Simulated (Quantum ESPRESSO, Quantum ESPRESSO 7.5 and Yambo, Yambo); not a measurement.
**SnTe (Fm-3m): Bethe-Salpeter spectra with Yambo**

Wanted: excitons and ε₂ of SnTe (Fm-3m), with cost.

Calculated with Quantum ESPRESSO 7.5 and Yambo 5.3.0; PBE and many-body steps on it, plane waves.

This is a report of a sequence of runs, with most program output left out.

The database entry behind the starting cell differs from later determinations by our own check (about 0.3 % short), so it need not match the best structure at ambient conditions.

## Step 1: The structure

It takes space group Fm-3m (No. 225, cubic). The conventional cell has a = 6.302 Å, b = 6.302 Å, c = 6.302 Å, α = 90.00°, β = 90.00°, γ = 90.00°. Sn has 6 Te at 3.15 Å nearest. Te has 6 Sn at 3.15 Å nearest. Farther neighbours and most contacts between anions are not listed.

As a file:

```cif
data_structure
_symmetry_space_group_name_H-M 'P 1'
_symmetry_Int_Tables_number 1
_cell_length_a 4.4560
_cell_length_b 4.4560
_cell_length_c 4.4560
_cell_angle_alpha 60.000
_cell_angle_beta 60.000
_cell_angle_gamma 60.000
_cell_volume 62.56
loop_
_atom_site_label
_atom_site_type_symbol
_atom_site_fract_x
_atom_site_fract_y
_atom_site_fract_z
_atom_site_occupancy
Sn1 Sn 0.00000 0.00000 0.00000 1
Te2 Te 0.50000 0.50000 0.50000 1
```

The cell and positions come from the Crystallography Open Database and are kept as given unless a step says otherwise.

## Step 2: Empty states on the mesh, 4×4×4 mesh, 230 bands

This step: Quantum ESPRESSO 7.5; DFT, PBE with spin-orbit coupling, plane waves, norm-conserving pseudopotentials.

The sums over transitions need many empty states on a uniform mesh; this step solves for them.

Contents of pw.in:

```
&control
  calculation = 'nscf'
  prefix = 'x'
  outdir = 'o'
  pseudo_dir = 'pseudo'
/
&system
  ibrav = 0
  nat = 2
  ntyp = 2
  ecutwfc = 88.0
  nbnd = 230
  force_symmorphic = .true.
  noncolin = .true.
  lspinorb = .true.
/
&electrons
  conv_thr = 1e-9
  electron_maxstep = 80
  diago_full_acc = .true.
  diago_thr_init = 5e-6
/
ATOMIC_SPECIES
  Sn 118.71 Sn.upf
  Te 127.6 Te.upf
CELL_PARAMETERS angstrom
  -0.0000000000 3.1508500000 3.1508500000
  3.1508500000 -0.0000000000 3.1508500000
  3.1508500000 3.1508500000 -0.0000000000
ATOMIC_POSITIONS crystal
  Sn 0.0000000000 0.0000000000 0.0000000000
  Te 0.5000000000 0.5000000000 0.5000000000
K_POINTS automatic
  4 4 4 0 0 0
```

The run is started by

```console
> OMP_NUM_THREADS=1 mpirun -n 4 pw.x -nk 4 -in pw.in > pw.out
```

It took 73 s on 4 MPI ranks of Arm Neoverse V1, shared host; peak memory 1.2 GiB.

This step gave:

```
gap                                                           : 0.2638 eV
k of the valence top                                          : 0, 0, -0.5
k of the conduction bottom                                    : 0, 0, -0.5
least direct gap                                              : 0.2638 eV
k points computed                                             : 8
lowest point of the top converged band, above the valence top : 63.7488 eV
```

On this mesh the gap is 0.264 eV.

The density comes from a self-consistent run that is not shown, made with spin-orbit coupling and fully relativistic files.

## Step 3: Conversion and set-up

This step: Yambo 5.3.0; conversion and set-up on PBE with spin-orbit coupling, plane waves, norm-conserving pseudopotentials.

The states are converted to the many-body program's format and the q mesh is built.

The run is started by

```console
> (cd o/x.save; p2y > p2y.log; mv SAVE ../..); yambo > setup.log
```

Run time: 4 s. Hardware: 1 MPI rank; peak memory 0.26 GiB.

## Step 4: Screening and self-energy, 4×4×4 mesh, 230 bands, screening to 149.7 eV

G0W0 replaces the xc potential by the self-energy, built once from these orbitals. Only a window of levels is corrected, while the sums run over the empty bands that the input names.

This step: G0W0 on PBE with spin-orbit coupling, plane waves, norm-conserving pseudopotentials.

Contents of gw1.in:

```
HF_and_locXC
gw0
dyson
ppa
em1d
rim_cut
RandQpts= 1000000
RandGvec= 1 RL
EXXRLvcs= 88 Ry
VXCRLvcs= 352 Ry
Chimod= "HARTREE"
% BndsRnXp
 1 | 230 |
%
NGsBlkXp= 11 Ry
% LongDrXp
 1 | 1 | 1 |
%
% GbndRnge
 1 | 230 |
%
DysSolver= "n"
ExtendOut
PPAPntXp= 27.21138 eV
% QPkrange
 3 | 3 | 43 | 50 |
 1 | 1 | 43 | 50 |
%
```

The run is started by

```console
> OMP_NUM_THREADS=2 mpirun -n 2 yambo -F gw1.in -J gw1 -C gw1 > gw1.log
```

Elapsed: 19 min, on 2 MPI ranks; peak memory 2.8 GiB; 64 min of CPU time.

This step gave:

```yaml
g0w0_gap_on_the_points_computed: 0.3515 eV
starting_gap_on_the_mesh: 0.2638 eV
k_of_the_valence_top: 0, 0, -0.5
k_of_the_conduction_bottom: 0, 0, -0.5
least_direct_g0w0_gap_on_the_computed_points: 0.3515 eV
```

The gap on the mesh goes from 0.26 eV to 0.35 eV, a correction of +0.09 eV.

The gap opens by 0.088 eV; the next steps shift the empty bands rigidly by 0.088 eV.

## Step 5: Excitons

Light makes an electron and a hole together. The Bethe-Salpeter equation adds their screened attraction and their exchange, in a window of bands around the gap.

This step: Bethe-Salpeter equation on PBE with a scissors shift with spin-orbit coupling, plane waves, norm-conserving pseudopotentials.

Contents of bse3.in:

```
optics
bss
bse
em1s
dipoles
rim_cut
RandQpts= 1000000
RandGvec= 1 RL
Chimod= "HARTREE"
BSKmod= "SEX"
BSEmod= "resonant"
BSSmod= "d"
BSENGexx= 30 Ry
BSENGBlk= 6 Ry
% BSEQptR
 1 | 1 |
%
% BSEBands
 41 | 52 |
%
% BEnRange
 0 | 5 | eV
%
% BDmRange
 0.1 | 0.1 | eV
%
BEnSteps= 101
% BLongDir
 1 | 0 | 0 |
%
% BndsRnXs
 1 | 130 |
%
NGsBlkXs= 6 Ry
% LongDrXs
 1 | 1 | 1 |
%
% KfnQP_E
 0.088 | 1.0 | 1.0 |
%
WRbsWF
```

The run is started by

```console
> OMP_NUM_THREADS=2 mpirun -n 2 yambo -F bse3.in -J bse3 -C bse3 > bse3.log
```

Elapsed: 6.7 min, on 2 MPI ranks; peak memory 1.4 GiB; 21 min of CPU time.

Numbers from this step:

```yaml
transitions_in_the_window: 2304
direct_gap_of_the_transition_levels: 0.3518 eV
lowest_state: 0.3278 eV
first_strong_exciton_over_a_fiftieth_of_the_strongest_listed: 0.3383 eV
binding_of_the_lowest_state_below_the_direct_gap: 0.02405 eV
coulomb_term_of_one_mesh_cell: 0.008954 eV
```

The lowest state lies at 0.328 eV, 0.024 eV under the direct gap.

Lines within 3 meV are set at the lowest of them, and the highest group, which the list may cut short, is left out. Exciton lines, with heights relative to the strongest:

```csv
position (eV),lines merged,"strength, relative"
0.328,1,0.0
0.338,3,100
0.349,8,0.0
0.363,1,0.0
0.370,3,3.7
0.496,3,0.0
```

The ε₂ has structure finer than the step of the table below, so its rows give means over 0.2 eV, whole bins alone (the curve runs from 0 to 5 eV). Peaks (eV: height): BSE 0.35: 548, 1.75: 114; no electron-hole interaction 0.35: 556, 1.80: 102.

Field along x; broadening 0.1 eV; transition window only. Limits: finite bands, cutoff and mesh; screening runs away on this mesh. The ε₂ by photon energy; means over each step:

```csv
photon energy (eV),BSE,no electron-hole interaction
0.2,226,202
0.4,381,400
0.6,82.1,89.7
0.8,27.9,29.3
1.0,15.2,15.6
1.2,11.9,11.8
1.4,14.8,13.9
1.6,43.1,37.0
1.8,98.3,93.5
2.0,46.4,53.6
2.2,19.2,22.0
2.4,14.0,14.6
2.6,14.0,14.7
2.8,15.6,17.9
3.0,14.3,15.1
3.2,8.88,8.51
3.4,11.6,11.4
3.6,6.90,7.24
3.8,3.68,3.84
4.0,2.85,3.05
4.2,5.52,5.92
4.4,3.09,3.22
4.6,1.54,1.60
4.8,2.02,2.22
```

## Step 6: Beyond Tamm-Dancoff

Contents of bse4.in:

```
optics
bss
bse
em1s
dipoles
rim_cut
RandQpts= 1000000
RandGvec= 1 RL
Chimod= "HARTREE"
BSKmod= "SEX"
BSEmod= "coupling"
BSSmod= "d"
BSENGexx= 30 Ry
BSENGBlk= 6 Ry
% BSEQptR
 1 | 1 |
%
% BSEBands
 43 | 52 |
%
% BEnRange
 0 | 4 | eV
%
% BDmRange
 0.1 | 0.1 | eV
%
BEnSteps= 81
% BLongDir
 1 | 0 | 0 |
%
% BndsRnXs
 1 | 130 |
%
NGsBlkXs= 6 Ry
% LongDrXs
 1 | 1 | 1 |
%
% KfnQP_E
 0.088 | 1.0 | 1.0 |
%
WRbsWF
```

The run is started by

```console
> OMP_NUM_THREADS=2 mpirun -n 2 yambo -F bse4.in -J bse4,bse3_W -C bse4 > bse4.log
```

Wall time 1.7 min (2 MPI ranks); peak memory 1.7 GiB; 5.8 min of CPU time.

Numbers from this step:

- transitions in the window: 1536
- direct gap of the transition levels: 0.3518 eV
- lowest state: 0.3279 eV
- first strong exciton (over a fiftieth of the strongest listed): 0.3378 eV
- binding of the lowest state below the direct gap: 0.02393 eV
- Coulomb term of one mesh cell: 0.008954 eV

The lowest state lies at 0.328 eV, 0.024 eV under the direct gap.

## Step 7: Finite momentum (q 2)

Contents of bse5.in:

```
optics
bss
bse
em1s
dipoles
rim_cut
RandQpts= 1000000
RandGvec= 1 RL
Chimod= "HARTREE"
BSKmod= "SEX"
BSEmod= "resonant"
BSSmod= "d"
BSENGexx= 30 Ry
BSENGBlk= 6 Ry
% BSEQptR
 2 | 2 |
%
% BSEBands
 43 | 52 |
%
% BEnRange
 0 | 3 | eV
%
% BDmRange
 0.1 | 0.1 | eV
%
BEnSteps= 61
% BLongDir
 1 | 0 | 0 |
%
% BndsRnXs
 1 | 130 |
%
NGsBlkXs= 6 Ry
% LongDrXs
 1 | 1 | 1 |
%
% KfnQP_E
 0.088 | 1.0 | 1.0 |
%
WRbsWF
```

The run is started by

```console
> OMP_NUM_THREADS=2 mpirun -n 2 yambo -F bse5.in -J bse5,bse3_W -C bse5 > bse5.log
```

Run time: 74 s. Hardware: 2 MPI ranks; peak memory 1.1 GiB; 4.5 min of CPU time.

Numbers from this step:

| Item | Value |
| --- | --- |
| transitions in the window | 1536 |
| lowest state | 1.112 eV |
| first strong exciton (over a fiftieth of the strongest listed) | 1.143 eV |

The lowest state lies at 1.112 eV.

## Step 8: Finite momentum (q 3)

bse6.in, as its differences from bse5.in of step 7:

```diff
@@ -15,3 +15,3 @@
 % BSEQptR
- 2 | 2 |
+ 3 | 3 |
 %
```

The run is started by

```console
> OMP_NUM_THREADS=2 mpirun -n 2 yambo -F bse6.in -J bse6,bse3_W -C bse6 > bse6.log
```

The job ended after 74 s (2 MPI ranks; peak memory 1.1 GiB).

Numbers from this step:

| Quantity | Value |
| --- | --- |
| transitions in the window | 1536 |
| lowest state | 1.726 eV |
| first strong exciton (over a fiftieth of the strongest listed) | 1.737 eV |

The lowest state lies at 1.726 eV.

Longitudinal response along q; broadening 0.1 eV; transition window only; momentum transfer q number 3. Limits: finite bands, cutoff and mesh; screening runs away on this mesh; exciton not shown settled in the k mesh. Table of ε₂ by photon energy; read off at these points:

```csv
photon energy (eV),BSE,no electron-hole interaction
0.00,0.0195,0.0194
0.10,0.0206,0.0204
0.15,0.0212,0.0210
0.25,0.0225,0.0223
0.30,0.0232,0.0229
0.40,0.0247,0.0244
0.50,0.0265,0.0261
0.55,0.0274,0.0270
0.65,0.0296,0.0290
0.75,0.0320,0.0313
0.80,0.0335,0.0326
0.90,0.0367,0.0357
0.95,0.0386,0.0374
1.05,0.0430,0.0415
1.15,0.0488,0.0468
1.20,0.0524,0.0501
1.30,0.0618,0.0587
1.40,0.0766,0.0722
1.45,0.0877,0.0825
1.55,0.127,0.119
1.60,0.164,0.154
1.70,0.324,0.302
1.75,0.414,0.360
1.80,0.409,0.337
1.85,0.383,0.321
1.95,0.366,0.301
2.05,0.333,0.321
2.10,0.393,0.394
2.20,0.576,0.532
2.25,0.610,0.544
2.35,0.873,0.681
2.40,1.07,0.740
2.45,1,0.693
2.50,0.784,0.634
2.60,0.523,0.494
2.70,0.613,0.661
2.75,0.783,0.854
2.80,0.867,0.888
2.85,0.782,0.765
2.90,0.734,0.724
3.00,0.802,0.805
```

## Step 9: RPA with local fields (no direct term)

Contents of bse7.in:

```
optics
bss
bse
em1s
dipoles
rim_cut
RandQpts= 1000000
RandGvec= 1 RL
Chimod= "HARTREE"
BSKmod= "HARTREE"
BSEmod= "resonant"
BSSmod= "h"
BSENGexx= 30 Ry
BSENGBlk= 6 Ry
% BSEQptR
 1 | 1 |
%
% BSEBands
 41 | 52 |
%
% BEnRange
 0 | 5 | eV
%
% BDmRange
 0.1 | 0.1 | eV
%
BEnSteps= 101
% BLongDir
 1 | 0 | 0 |
%
% BndsRnXs
 1 | 130 |
%
NGsBlkXs= 6 Ry
% LongDrXs
 1 | 1 | 1 |
%
% KfnQP_E
 0.088 | 1.0 | 1.0 |
%
BSHayTrs= -0.02
```

The run is started by

```console
> OMP_NUM_THREADS=2 mpirun -n 2 yambo -F bse7.in -J bse7,bse3_W -C bse7 > bse7.log
```

Elapsed: 5.7 s, on 2 MPI ranks; peak memory 0.67 GiB.

This step gave:

| Quantity | Value |
| --- | --- |
| transitions in the window | 2304 |
| direct gap of the transition levels | 0.3518 eV |

The ε₂ has structure finer than the step of the table below, so its rows give means over 0.2 eV, whole bins alone (the curve runs from 0 to 5 eV). Peaks (eV: height): BSE 0.35: 543, 1.80: 89.8; no electron-hole interaction 0.35: 556, 1.80: 102.

Field along x; broadening 0.1 eV; transition window only. Limits: finite bands, cutoff and mesh; screening runs away on this mesh. The ε₂ by photon energy; means over each step:

```csv
photon energy (eV),BSE,no electron-hole interaction
0.2,187,202
0.4,409,400
0.6,97.0,89.7
0.8,30.4,29.3
1.0,15.7,15.6
1.2,11.4,11.8
1.4,12.7,13.9
1.6,30.3,37.0
1.8,82.5,93.5
2.0,57.2,53.6
2.2,23.4,22.0
2.4,15.5,14.6
2.6,14.0,14.7
2.8,15.9,17.9
3.0,15.4,15.1
3.2,10.8,8.51
3.4,12.5,11.4
3.6,9.08,7.24
3.8,4.96,3.84
4.0,3.33,3.05
4.2,6.55,5.92
4.4,4.34,3.22
4.6,1.85,1.60
4.8,2.22,2.22
```

## Step 10: Window without empty bands

Contents of bse8.in:

```
optics
bss
bse
em1s
dipoles
rim_cut
RandQpts= 1000000
RandGvec= 1 RL
Chimod= "HARTREE"
BSKmod= "SEX"
BSEmod= "resonant"
BSSmod= "d"
BSENGexx= 30 Ry
BSENGBlk= 6 Ry
% BSEQptR
 1 | 1 |
%
% BSEBands
 45 | 46 |
%
% BEnRange
 0 | 3 | eV
%
% BDmRange
 0.1 | 0.1 | eV
%
BEnSteps= 61
% BLongDir
 1 | 0 | 0 |
%
% BndsRnXs
 1 | 130 |
%
NGsBlkXs= 6 Ry
% LongDrXs
 1 | 1 | 1 |
%
% KfnQP_E
 0.088 | 1.0 | 1.0 |
%
WRbsWF
```

The run is started by

```console
> OMP_NUM_THREADS=2 mpirun -n 2 yambo -F bse8.in -J bse8,bse3_W -C bse8 > bse8.log
```

Wall time 0.76 s (2 MPI ranks); peak memory 0.25 GiB.

The run stopped with an error after 0.76 s.

The program's words: [ERROR] STOP signal received while in[08.01.01] Transition pre-analysis @q1 [ERROR] The whole BSE has zero dimension !

The fault put into this input: window without empty bands.

## Step 11: Empty states on the mesh, 6×6×6 mesh, 92 bands

This step: Quantum ESPRESSO 7.5; DFT, PBE with spin-orbit coupling, plane waves, norm-conserving pseudopotentials.

pw.in: that of step 2 with these lines changed.

```diff
@@ -11,3 +11,3 @@
   ecutwfc = 88.0
-  nbnd = 230
+  nbnd = 92
   force_symmorphic = .true.
@@ -33,2 +33,2 @@
 K_POINTS automatic
-  4 4 4 0 0 0
+  6 6 6 0 0 0
```

The run is started by

```console
> OMP_NUM_THREADS=1 mpirun -n 4 pw.x -nk 4 -in pw.in > pw.out
```

It took 40 s on 4 MPI ranks; peak memory 0.65 GiB; 2.7 min of CPU time.

Numbers from this step:

```yaml
gap: 0.2638 eV
k_of_the_valence_top: 0, 0, -0.5
k_of_the_conduction_bottom: 0, 0, -0.5
least_direct_gap: 0.2638 eV
k_points_computed: 16
lowest_point_of_the_top_converged_band_above_the_valence_top: 21.83 eV
```

On this mesh the gap is 0.264 eV.

## Step 12: Conversion and set-up

This step: Yambo 5.3.0; conversion and set-up on PBE with spin-orbit coupling, plane waves, norm-conserving pseudopotentials.

The run is started by

```console
> (cd o/x.save; p2y > p2y.log; mv SAVE ../..); yambo > setup.log
```

Wall time 4.5 s (1 MPI rank); peak memory 0.26 GiB.

## Step 13: k mesh (6×6×6)

This step: Bethe-Salpeter equation on PBE with a scissors shift with spin-orbit coupling, plane waves, norm-conserving pseudopotentials.

bse10.in, as its differences from bse8.in of step 10:

```diff
@@ -13,3 +13,3 @@
 BSENGexx= 30 Ry
-BSENGBlk= 6 Ry
+BSENGBlk= 4 Ry
 % BSEQptR
@@ -18,3 +18,3 @@
 % BSEBands
- 45 | 46 |
+ 43 | 52 |
 %
@@ -31,5 +31,5 @@
 % BndsRnXs
- 1 | 130 |
+ 1 | 92 |
 %
-NGsBlkXs= 6 Ry
+NGsBlkXs= 4 Ry
 % LongDrXs
```

The run is started by

```console
> OMP_NUM_THREADS=2 mpirun -n 2 yambo -F bse10.in -J bse10 -C bse10 > bse10.log
```

The job ended after 30 min (2 MPI ranks; peak memory 1.9 GiB).

Numbers from this step:

| Item | Value |
| --- | --- |
| transitions in the window | 5184 |
| direct gap of the transition levels | 0.3518 eV |
| lowest state | 0.3366 eV |
| first strong exciton (over a fiftieth of the strongest listed) | 0.3399 eV |
| binding of the lowest state below the direct gap | 0.01522 eV |
| Coulomb term of one mesh cell | 0.01407 eV |

The binding is 1.1 times the screened Coulomb term of one mesh cell (0.01 eV), so it is not shown settled.

The lowest state lies at 0.337 eV, 0.015 eV under the direct gap.

The window of bands is narrower than in the first exciton run, so this row is not like for like with it.

## Step 14: The runs together

Times are wall times on 2 MPI ranks of Arm Neoverse V1, shared host, good to a factor of about two.

```csv
run,mesh,transitions,broadening (eV),direct gap (eV),lowest state (eV),binding (eV),mesh cell's term (eV),tallest peak (eV),height,time
excitons,4×4×4,2304,0.1,0.352,0.328,0.024,0.009,0.35,548,6.7 min
beyond Tamm-Dancoff,4×4×4,1536,0.1,0.352,0.328,0.024,0.009,0.35,524,1.7 min
finite momentum (q 2),4×4×4,1536,0.1,-,1.112,-,-,2.85,21.9,74 s
finite momentum (q 3),4×4×4,1536,0.1,-,1.726,-,-,2.40,1.07,74 s
RPA with local fields (no direct term),4×4×4,2304,0.1,0.352,-,-,-,0.35,543,5.7 s
k mesh (6×6×6),6×6×6,5184,0.1,0.352,0.337,0.015,0.014,0.35,168,30 min
```

## Step 15: What came out

| Item | Value |
| --- | --- |
| excitons | lowest state 0.328 eV |
| beyond Tamm-Dancoff | lowest state 0.328 eV |
| finite momentum (q 2) | lowest state 1.112 eV (not settled in the k mesh) |
| finite momentum (q 3) | lowest state 1.726 eV (not settled in the k mesh) |
| RPA with local fields (no direct term) | tallest peak 0.3 eV |
| k mesh (6×6×6) | lowest state 0.337 eV (not settled in the k mesh) |

What this shows: On the 4×4×4 mesh the lowest exciton lies at 0.328 eV, 0.024 eV below the direct gap; one cell of the mesh carries a screened Coulomb term of 0.01 eV, so this binding is not shown settled. That state is dark or weak; the first strong one lies at 0.338 eV. Bindings below are those of the lowest state. Beyond Tamm-Dancoff, against «excitons (4×4×4)»: the lowest state stays within 0.01 eV (keys changed: BSEBands, BSEmod, BEnRange, BEnSteps and the band window). Finite momentum (q 2), against «excitons (4×4×4)»: the lowest state moves by +0.785 eV (keys changed: BSEBands, BSEQptR, BEnRange, BEnSteps and the band window). Finite momentum (q 3), against «excitons (4×4×4)»: the lowest state moves by +1.399 eV (keys changed: BSEBands, BSEQptR, BEnRange, BEnSteps and the band window). RPA with local fields (no direct term), against «excitons (4×4×4)»: the tallest peak stays (keys changed: BSKmod, BSSmod and BSHayTrs). k mesh (6×6×6), against «excitons (4×4×4)»: the lowest state moves by +0.009 eV (keys changed: BndsRnXs, NGsBlkXs, BSEBands, BSENGBlk, BEnRange, BEnSteps, the mesh and the band window). A rigid shift treats all transitions alike. In the G0W0 table the openings from the upper filled bands to the empty bands at the same k run from −0.03 to +0.35 eV (median +0.28), where the shift is +0.09 eV, so peaks stand off by such differences. Lines within a few meV of each other can be one level split by numerical noise, or distinct levels. Screening is static and electronic alone, and only transitions inside the band window count. On this mesh the RPA ε∞ passes 90, more than nearly any semiconductor shows; a coarse mesh does this where one point with a narrow direct gap carries much weight. The screening is then too strong, and the G0W0 gap should not be taken as the material's.

[Paths, hosts, dates, memory and timing lines, banners, echoed tables and standing remarks are left out of the program output.]

[Logs are printed without paths, hosts, clocks, repeated set-up lines and the standing remarks that a program may print on its own settings, such as how far it seeks lower states.]

[Runs of the session that timed out or met a known fault of the program may be left out.]

[Hosts, paths, dates, database ids (printed as entryN), source tags and the programs' standing remarks are cut or masked in the printed files.]
